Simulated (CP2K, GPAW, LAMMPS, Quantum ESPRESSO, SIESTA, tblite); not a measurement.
## Quantum ESPRESSO on glassy 29TiO2-71Al2O3 (mol %) (137 atoms): settings compared

How far do other settings of Quantum ESPRESSO move the forces in glassy 29TiO2-71Al2O3 (mol %) (137 atoms)? One run of the same program serves as the yardstick.

Calculated with Quantum ESPRESSO 7.5; the method is named at each step.

**1. Set-up**

The cell holds 137 atoms: 9 Ti, 44 Al and 84 O. Cell: a = 11.416 Å, b = 11.416 Å, c = 11.416 Å, α = 90.0°, β = 90.0°, γ = 90.0°. 137 atoms (9 Ti, 44 Al, 84 O) placed at random at 3.12 g/cm³, melted at 4000 K for 10 ps at fixed volume with the Morse and Coulomb pair potential with partial charges (Pedone, Malavasi, Menziani, Cormack and Segre, J. Phys. Chem. B 110, 11780 (2006)). Quenched from 4000 K to 300 K at 100 K/ps and fixed volume, held 10 ps at zero pressure.

The yardstick, on the same geometry:

```
method                                           : Kohn-Sham DFT, PBE, SSSP efficiency 1.3.0 pseudopotentials, plane waves (Quantum ESPRESSO 7.5); sssp-pbe-1.3.0-efficiency, cutoffs 60/480 Ry, Γ point
r.m.s. force component                           : 1.142 eV/Å
longest force                                    : 4.945 eV/Å
pressure                                         : 12.05 GPa
gap (highest filled to lowest empty level) : 2.123 eV
time                                             : 11 min on 4 MPI ranks of Arm Neoverse V1, shared host
CPU time                                         : 43 min
```

**2. PBE, sssp-1.3.0-efficiency, 60/480 Ry, rmm-davidson**

Method: Kohn-Sham DFT, PBE, SSSP efficiency 1.3.0 pseudopotentials, plane waves.

pw.in reads:

```
&control
  calculation = 'scf'
  pseudo_dir = './pseudo'
  outdir = './tmp'
  disk_io = 'none'
  tprnfor = .true.
  tstress = .true.
/
&system
  ibrav = 0
  nat = 137
  ntyp = 3
  ecutwfc = 60
  ecutrho = 480
  nosym = .true.
  occupations = 'smearing'
  smearing = 'fd'
  degauss = 0.003675
/
&electrons
  conv_thr = 6.9e-07
  electron_maxstep = 100
  mixing_beta = 0.4
  mixing_mode = 'plain'
  diagonalization = 'rmm-davidson'
/
ATOMIC_SPECIES
Ti 47.867 Ti.upf
Al 26.982 Al.upf
O 15.999 O.upf
CELL_PARAMETERS angstrom
11.41591 0.00000 0.00000
0.00000 11.41591 0.00000
0.00000 0.00000 11.41591
ATOMIC_POSITIONS crystal
Ti 0.74467 0.75138 0.59365
Ti 0.58600 0.91307 0.05038
Ti 0.39217 0.02800 0.67481
Ti 0.36520 0.07379 0.40075
Ti 0.00769 0.05453 0.06375
Ti 0.59079 0.65558 0.32579
Ti 0.97533 0.56319 0.51403
Ti 0.35845 0.75199 0.00343
Ti 0.91633 0.22404 0.56766
Al 0.11174 0.96709 0.31572
Al 0.66045 0.99325 0.32314
Al 0.37278 0.48987 0.71361
Al 0.09094 0.18602 0.39809
Al 0.59060 0.42677 0.48934
Al 0.24975 0.47861 0.44129
Al 0.29624 0.02855 0.16501
Al 0.46058 0.26104 0.16168
Al 0.77387 0.45998 0.66452
Al 0.35313 0.68007 0.54999
Al 0.37747 0.78963 0.27663
Al 0.11158 0.74867 0.16501
Al 0.58216 0.31592 0.94266
Al 0.51208 0.58347 0.90665
Al 0.71581 0.73870 0.87644
Al 0.60731 0.09340 0.81754
Al 0.21431 0.83918 0.75599
Al 0.85426 0.36863 0.36593
Al 0.35782 0.54001 0.17083
Al 0.86437 0.81849 0.08552
Al 0.37881 0.15622 0.94098
Al 0.54725 0.27517 0.65621
Al 0.27628 0.27608 0.61834
Al 0.12176 0.09431 0.68675
Al 0.13990 0.25884 0.89010
Al 0.13350 0.74260 0.42725
Al 0.87430 0.05476 0.28551
Al 0.90479 0.29650 0.11581
Al 0.49999 0.76054 0.74074
Al 0.62115 0.22289 0.38240
Al 0.84234 0.77762 0.35928
Al 0.66738 0.40575 0.19854
Al 0.90212 0.31988 0.84390
Al 0.16736 0.39069 0.19917
Al 0.05140 0.51994 0.03738
Al 0.76440 0.48498 0.96261
Al 0.88971 0.04236 0.80609
Al 0.70373 0.03273 0.61040
Al 0.52018 0.86432 0.48706
Al 0.00918 0.73065 0.89540
Al 0.10411 0.50826 0.78869
Al 0.32420 0.42896 0.96475
Al 0.00814 0.86290 0.63629
Al 0.88552 0.56447 0.20457
O 0.85808 0.71454 0.22429
O 0.99760 0.99875 0.71290
O 0.23212 0.98580 0.71501
[... 77 atom lines left out ...]
O 0.25553 0.47825 0.80688
O 0.26998 0.48078 0.28806
O 0.68432 0.55903 0.23235
O 0.40074 0.94994 0.51842
K_POINTS gamma
```

Launch:

```console
$ OMP_NUM_THREADS=1 mpirun -np 4 pw.x -in pw.in > output.txt
```

Output:

```text
Program PWSCF
     gamma-point specific algorithms are used
     one sub-group per band group will be used
     scalapack distributed-memory algorithm (size of sub-group:  2*  2 procs)
     Parallelization info
     sticks:   dense  smooth     PW     G-vecs:    dense   smooth      PW
     Min        4447    2223    556               445789   157652   19736
     Max        4450    2226    557               445794   157658   19741
     Sum       17793    8897   2225              1783167   630619   78949
     bravais-lattice index     =            0
     lattice parameter (alat)  =      21.5729  a.u.
     unit-cell volume          =   10039.8728 (a.u.)^3
     number of atoms/cell      =          137
     number of atomic types    =            3
     number of electrons       =       744.00
     number of Kohn-Sham states=          446
     kinetic-energy cutoff     =      60.0000  Ry
     charge density cutoff     =     480.0000  Ry
     scf convergence threshold =      6.9E-07
     mixing beta               =       0.4000
     number of iterations used =            8  plain     mixing
     Exchange-correlation= SLA  PW   PBX  PBC
                           (   1   4   3   4   0   0   0)
     crystal axes: (cart. coord. in units of alat)
               a(1) = (   1.000000   0.000000   0.000000 )
               a(2) = (   0.000000   1.000000   0.000000 )
               a(3) = (   0.000000   0.000000   1.000000 )
     reciprocal axes: (cart. coord. in units 2 pi/alat)
               b(1) = (  1.000000  0.000000  0.000000 )
               b(2) = (  0.000000  1.000000  0.000000 )
               b(3) = (  0.000000  0.000000  1.000000 )
     PseudoPot. # 1 for Ti:
     Pseudo is Ultrasoft + core correction, Zval = 12.0
     PseudoPot. # 2 for Al:
     Pseudo is Projector augmented-wave + core cor, Zval =  3.0
     PseudoPot. # 3 for O :
     Pseudo is Projector augmented-wave + core cor, Zval =  6.0
     atomic species   valence    mass     pseudopotential
     Ti               12.00    47.86700     Ti( 1.00)
     Al                3.00    26.98200     Al( 1.00)
     O                 6.00    15.99900     O ( 1.00)
     No symmetry found
   Cartesian axes
     number of k points=     1  Fermi-Dirac smearing, width (Ry)=  0.0037
                       cart. coord. in units 2pi/alat
        k(    1) = (   0.0000000   0.0000000   0.0000000), wk =   2.0000000
     Dense  grid:   891584 G-vectors     FFT dimensions: ( 160, 160, 160)
     Smooth grid:   315310 G-vectors     FFT dimensions: ( 108, 108, 108)
     Check: negative core charge=   -0.000002
     Initial potential from superposition of free atoms
     starting charge     734.8987, renormalised to     744.0000
     negative rho (up, down):  1.191E-02 0.000E+00
     Starting wfcs are  602 randomized atomic wfcs
     Self-consistent Calculation
     iteration #  1     ecut=    60.00 Ry     beta= 0.40
     negative rho (up, down):  9.472E-03 0.000E+00
     total energy              =   -6308.74116415 Ry
     estimated scf accuracy    <      48.09102071 Ry
     iteration #  2     ecut=    60.00 Ry     beta= 0.40
     negative rho (up, down):  7.448E-03 0.000E+00
     total energy              =   -6293.30949424 Ry
     estimated scf accuracy    <     226.26266245 Ry
     iteration #  3     ecut=    60.00 Ry     beta= 0.40
     RMM-DIIS diagonalization
     negative rho (up, down):  7.791E-03 0.000E+00
     total energy              =   -6321.14745477 Ry
     estimated scf accuracy    <      34.78727573 Ry
     iteration #  4     ecut=    60.00 Ry     beta= 0.40
     RMM-DIIS diagonalization
     negative rho (up, down):  9.227E-03 0.000E+00
     total energy              =   -6326.41830130 Ry
     estimated scf accuracy    <       7.89899504 Ry
     iteration #  5     ecut=    60.00 Ry     beta= 0.40
     negative rho (up, down):  8.850E-03 0.000E+00
     total energy              =   -6326.19378685 Ry
     estimated scf accuracy    <       8.78446235 Ry
     iteration #  6     ecut=    60.00 Ry     beta= 0.40
     RMM-DIIS diagonalization
[...]
total energy              =   -6327.23006285 Ry
     estimated scf accuracy    <       2.70809974 Ry
[...]
RMM-DIIS diagonalization
[...]
RMM-DIIS diagonalization
[...]
RMM-DIIS diagonalization
[...]
c_bands:  2 eigenvalues not converged
[...]
c_bands:  1 eigenvalues not converged
[...]
RMM-DIIS diagonalization
[...]
total energy              =   -6327.10201267 Ry
[...]
iteration # 24     ecut=    60.00 Ry     beta= 0.40
     RMM-DIIS diagonalization
[...]
total energy              =   -6327.10202406 Ry
     estimated scf accuracy    <       0.00000546 Ry
     iteration # 25     ecut=    60.00 Ry     beta= 0.40
[...]
total energy              =   -6327.10202366 Ry
     estimated scf accuracy    <       0.00000240 Ry
     iteration # 26     ecut=    60.00 Ry     beta= 0.40
     RMM-DIIS diagonalization
     negative rho (up, down):  1.145E-02 0.000E+00
     End of self-consistent calculation
          k = 0.0000 0.0000 0.0000 ( 39475 PWs)   bands (ev):
   -51.5301 -51.0629 -50.7383 -50.6797 -50.6672 -50.4421 -50.4348 -50.1556
   -49.8604 -27.8310 -27.7812 -27.6594 -27.5053 -27.3490 -27.3016 -27.1401
   -27.1070 -27.0764 -27.0223 -26.9944 -26.9924 -26.9563 -26.9511 -26.9340
   -26.8785 -26.8217 -26.8191 -26.7741 -26.7710 -26.7282 -26.6324 -26.6045
   -26.4720 -26.3775 -26.2454 -26.2397 -13.6673 -13.4606 -13.3089 -13.1233
   -12.9695 -12.8533 -12.8286 -12.7512 -12.7076 -12.6734 -12.6442 -12.5640
[...]
11.8340  11.9337  11.9998  12.0656  12.1278  12.3159  12.3947  12.4678
    12.5868  12.6203  12.7560  12.8599  12.8841  12.9659  13.0541  13.1145
    13.1504  13.2753  13.2857  13.3496  13.3789  13.4103  13.4846  13.5678
    13.6866  13.7386  13.7590  13.8238  13.8661  13.9096
     the Fermi energy is     7.0556 ev
!    total energy              =   -6327.10202387 Ry
     estimated scf accuracy    <       0.00000019 Ry
     smearing contrib. (-TS)   =      -0.00000000 Ry
     internal energy E=F+TS    =   -6327.10202387 Ry
     The total energy is F=E-TS. E is the sum of the following terms:
     one-electron contribution =   -1831.86002607 Ry
     hartree contribution      =    1353.51592817 Ry
     xc contribution           =    -917.52997057 Ry
     ewald contribution        =   -2606.91522009 Ry
     one-center paw contrib.   =   -2324.31273531 Ry
     convergence has been achieved in  26 iterations
     negative rho (up, down):  1.145E-02 0.000E+00
     Forces acting on atoms (cartesian axes, Ry/au):
     atom    1 type  1   force =     0.00543037   -0.02663029   -0.04808613
     atom    2 type  1   force =     0.03044101   -0.01894524    0.05236111
     atom    3 type  1   force =     0.01631817   -0.00663697    0.01072764
     atom    4 type  1   force =     0.05135057   -0.02237691    0.05053018
     atom    5 type  1   force =    -0.04112159   -0.04069189   -0.05209736
     atom    6 type  1   force =     0.00660208   -0.07433354   -0.01736468
[...]
atom  135 type  3   force =    -0.01638483    0.00010416    0.00671000
     atom  136 type  3   force =     0.02515654   -0.02217916   -0.02671159
     atom  137 type  3   force =    -0.04539042    0.06012389   -0.04422606
     Total force =     0.900829     Total SCF correction =     0.001124
     Computing stress (Cartesian axis) and pressure
     negative rho (up, down):  1.145E-02 0.000E+00
          total   stress  (Ry/bohr**3)                   (kbar)     P=      120.54
   0.00080352  -0.00004194  -0.00009276          118.20       -6.17      -13.65
  -0.00004194   0.00085930   0.00006876           -6.17      126.41       10.12
  -0.00009276   0.00006876   0.00079532          -13.65       10.12      117.00
     Message from routine punch:
     Nothing written, as per user request (disk_io='none')
```

Wall time 15 min (4 MPI ranks of Arm Neoverse V1, shared host); peak memory 6.5 GiB; 59 min of CPU time.

Banners, paths, timers and routine set-up lines are dropped from the logs unmarked, and long logs keep their key lines alone; longer cuts are marked.

Compared with the plane-wave run:

* r.m.s. force component: 1.142 eV/Å
* r.m.s. difference of force components: 0.383 meV/Å
* longest difference of force vectors: 2.181 meV/Å
* force difference over r.m.s. force: 0.0336 %
* slope of forces against the reference's: 1
* correlation of force components: 1
* gap (highest filled to lowest empty level): 2.124 eV
* gap difference: 0.0003 eV
* pressure: 12.05 GPa
* pressure difference: 0.0004 GPa
* energy less the same-level run's: 0 meV/atom
* r.m.s. force difference from the same-level run: 0.383 meV/Å

Length of the force difference by element (eV/Å):

```csv
element,atoms,mean,most
Al,44,2.0e-4,8.0e-4
O,84,7.0e-4,0.0022
Ti,9,8.0e-4,0.0016
```

Levels nearest the highest filled one (eV from it): -0.58, -0.57, -0.57, -0.51, -0.50, -0.40, -0.38, -0.35, -0.31, -0.09, -0.02, 0.00, 2.12, 2.19, 2.69, 2.71, 2.77, 2.82, 2.94, 3.05, 3.17, 3.29, 3.31, 3.32.

A closer look about Ti2, which has 4 bonded neighbours where the commonest count for Ti is 5: 12 atoms, nearest first, numbered in the order of the input, with positions taken from that point.

```csv
atom,x,y,z,distance (Å),bonds,Fx,Fy,Fz (eV/Å)
Ti2,0.00,0.00,0.00,0.00,4,0.78,-0.49,1.35
O94,0.10,1.11,-1.30,1.71,2,-0.46,0.52,0.36
O123,0.49,0.74,1.54,1.78,2,-0.82,-0.46,-3.69
O59,-1.58,-0.73,0.47,1.80,3,-0.95,0.41,1.76
O126,1.49,-1.10,-0.32,1.88,3,0.94,-0.87,-0.54
O88,-0.97,-1.84,-1.72,2.70,4,1.04,0.35,0.37
Al24,1.48,-1.99,-1.99,3.18,5,-0.48,-0.81,2.49
Ti8,-2.60,-1.84,-0.54,3.23,5,-0.30,0.78,-0.59
Al11,0.85,0.92,3.11,3.35,4,-0.09,0.69,2.97
Al25,0.24,2.06,-2.66,3.37,5,-0.42,0.88,-1.86
Al29,3.18,-1.08,0.40,3.38,4,-0.54,-0.99,-0.11
O57,-2.98,1.62,-0.30,3.41,2,-1.14,-2.47,0.67
```

Forces lie 0.034 % from the reference's, at 1.4 times its CPU time.

**3. PBE, sg15-1.2, 60/240 Ry**

Method: Kohn-Sham DFT, PBE, SG15 1.2 norm-conserving pseudopotentials, plane waves.

The pseudopotential files are exchanged too: ./pseudo now holds the set sg15-pbe-1.2.

Edit pw.in of step 2 so:

```diff
@@ -13,3 +13,3 @@
   ecutwfc = 60
-  ecutrho = 480
+  ecutrho = 240
   nosym = .true.
@@ -24,3 +24,3 @@
   mixing_mode = 'plain'
-  diagonalization = 'rmm-davidson'
+  diagonalization = 'david'
 /
```

Output:

```text
[banner, memory and clock lines left out]
Program PWSCF
     gamma-point specific algorithms are used
     one sub-group per band group will be used
     bravais-lattice index     =            0
     lattice parameter (alat)  =      21.5729  a.u.
     unit-cell volume          =   10039.8728 (a.u.)^3
     number of atoms/cell      =          137
     number of atomic types    =            3
     number of electrons       =      1096.00
[... lines left out ...]
     scf convergence threshold =      6.9E-07
[... lines left out ...]
     number of k points=     1  Fermi-Dirac smearing, width (Ry)=  0.0037
[... lines left out ...]
     total energy              =   -9818.29162936 Ry
[... lines left out ...]
     total energy              =   -9822.57921881 Ry
[... lines left out ...]
     total energy              =   -9826.38683155 Ry
[... lines left out ...]
     total energy              =   -9826.50294231 Ry
[... lines left out ...]
     total energy              =   -9826.50294550 Ry
[... lines left out ...]
          k = 0.0000 0.0000 0.0000 ( 39475 PWs)   bands (ev):
   -94.5893 -94.4561 -94.4006 -94.1768 -94.1410 -94.0874 -94.0469 -93.8868
   -93.8841 -93.8772 -93.8635 -93.8569 -93.8529 -93.8062 -93.7769 -93.7594
   -93.6700 -93.6455 -93.6398 -93.6178 -93.6061 -93.5802 -93.4926 -93.4785
[...]
16.2615  16.2938  16.3210  16.4224  16.4320  16.4453  16.5009  16.5833
    16.6235  16.6442  16.7000  16.7118  16.7506  16.7748  16.8169  16.8718
    16.8960  16.9230
     the Fermi energy is     8.5575 ev
!    total energy              =   -9826.50294585 Ry
     estimated scf accuracy    <       0.00000017 Ry
     smearing contrib. (-TS)   =      -0.00000000 Ry
     internal energy E=F+TS    =   -9826.50294585 Ry
     The total energy is F=E-TS. E is the sum of the following terms:
     one-electron contribution =   -5950.77582588 Ry
     hartree contribution      =    2998.19156772 Ry
     xc contribution           =   -1424.80183618 Ry
     ewald contribution        =   -5449.11685151 Ry
     convergence has been achieved in  13 iterations
     Forces acting on atoms (cartesian axes, Ry/au):
     atom    1 type  1   force =     0.00411233   -0.02566363   -0.04913266
     atom    2 type  1   force =     0.03056054   -0.02086468    0.05173559
     atom    3 type  1   force =     0.01581847   -0.00629909    0.01058861
[...]
atom  136 type  3   force =     0.02502223   -0.02510205   -0.02834760
     atom  137 type  3   force =    -0.03975229    0.05577833   -0.04587311
     Total force =     0.867918     Total SCF correction =     0.001168
     Computing stress (Cartesian axis) and pressure
          total   stress  (Ry/bohr**3)                   (kbar)     P=      -47.56
  -0.00033507  -0.00004165  -0.00009088          -49.29       -6.13      -13.37
  -0.00004165  -0.00028497   0.00007010           -6.13      -41.92       10.31
  -0.00009088   0.00007010  -0.00034994          -13.37       10.31      -51.48
     Message from routine punch:
     Nothing written, as per user request (disk_io='none')
```

Run time: 7.8 min. Hardware: 4 MPI ranks; peak memory 3.4 GiB; 31 min of CPU time.

Compared with the plane-wave run:

```
r.m.s. force component                           : 1.101 eV/Å
r.m.s. difference of force components            : 72.88 meV/Å
longest difference of force vectors              : 318.3 meV/Å
force difference over r.m.s. force               : 6.379 %
slope of forces against the reference's          : 0.9621
correlation of force components                  : 0.9986
gap (highest filled to lowest empty level) : 2.181 eV
gap difference                                   : 0.0577 eV
pressure                                         : -4.756 GPa
pressure difference                              : -16.81 GPa
```

This is a coarse setting, run to see what it loses.

Against the first run (0.034 %), the force difference from the reference is 6.4 %, at 0.53 times the CPU time (13 SCF steps against 26).

**4. All runs compared**

Differences are against the plane-wave reference, forces as r.m.s. over components; share is that over the reference's r.m.s. force, slope the least-squares factor from reference forces to these. Total energies of different programs have different zeros and aren't compared.

```csv
run,"Δ force, r.m.s. (meV/Å)",share (%),slope,Δ pressure (GPa),Δ gap (eV),cores,CPU time,memory (GiB)
reference,-,-,-,-,-,4,43 min,6.2
"QE PBE, sssp-1.3.0-efficiency, 60/480 Ry, rmm-davidson",0.383,0.0336,1.000,4.0e-4,3.0e-4,4,59 min,6.5
"QE PBE, sg15-1.2, 60/240 Ry (coarse)",72.9,6.38,0.962,-16.8,0.0577,4,31 min,3.4
```

Rows marked coarse were listed beforehand as settings not expected to be converged; some can still land near the reference.

CPU time is summed over cores on a shared host, where runs went side by side, so it is rough. Symmetry, cutoffs, thresholds, outputs and thread counts weren't matched or tuned between programs; memory under MPI is the largest rank's times the ranks.

Within one program, basis, potentials and functional, energies share a zero. Each run against its twin at the usual cutoff or grid and solver:

```csv
run,twin,Δ energy (meV/atom),"Δ force, r.m.s. (meV/Å)",CPU time over the twin's
"QE PBE, sssp-1.3.0-efficiency, 60/480 Ry, rmm-davidson","sssp-1.3.0-efficiency, 60/480 Ry",0,0.383,1.4
```

**5. Summary of results**

```yaml
nearest_in_forces: QE PBE, sssp-1.3.0-efficiency, 60/480 Ry, rmm-davidson, 0.034 %
its_cpu_time: 59 min
```

What this shows: With the reference's own potentials and cutoffs, another solver or threshold moves forces by 0.034 % (QE PBE, sssp-1.3.0-efficiency, 60/480 Ry, rmm-davidson). Runs with settings chosen to be coarse differ by 6.4 % (QE PBE, sg15-1.2, 60/240 Ry), their programs' other errors included. None of the electronic-structure runs in the table takes under half the reference's CPU time of 43 min; they take 0.73 to 1.4 times as much. At the same functional, gaps differ from the reference's 2.12 eV by between +0.00 and +0.06 eV. In pressure, QE PBE, sg15-1.2, 60/240 Ry misses by -16.8 GPa, at the same functional; a cutoff this low leaves a large Pulay stress. The potentials hold different valence shells: 744 electrons in the reference, 1096 in Quantum ESPRESSO with SG15; this bears on time and differences. The reference's pressure holds the uncorrected Pulay stress of its 60 Ry basis, so small pressure differences, and their order, may be the reference's own error. The quench rate of 100 K/ps is many orders above laboratory rates, so the cell is likely richer in defects and strain than a real sample. The network of bonds at the start is that of the classical potential that made the cell, and needn't be the one that DFT or experiment would give. The electronic-structure runs sample only Γ, in a cell whose shortest periodic width is 11 Å.

[Also dropped from logs without a mark: logging warnings of Python, and SIESTA's first energy breakdown and zero terms.]

[Logs are printed without paths, hosts, clocks, repeated set-up lines and the standing remarks that a program may print on its own settings, such as how far it seeks lower states.]

[Hosts, paths, dates, database ids (printed as entryN), source tags and the programs' standing remarks are cut or masked in the printed files.]
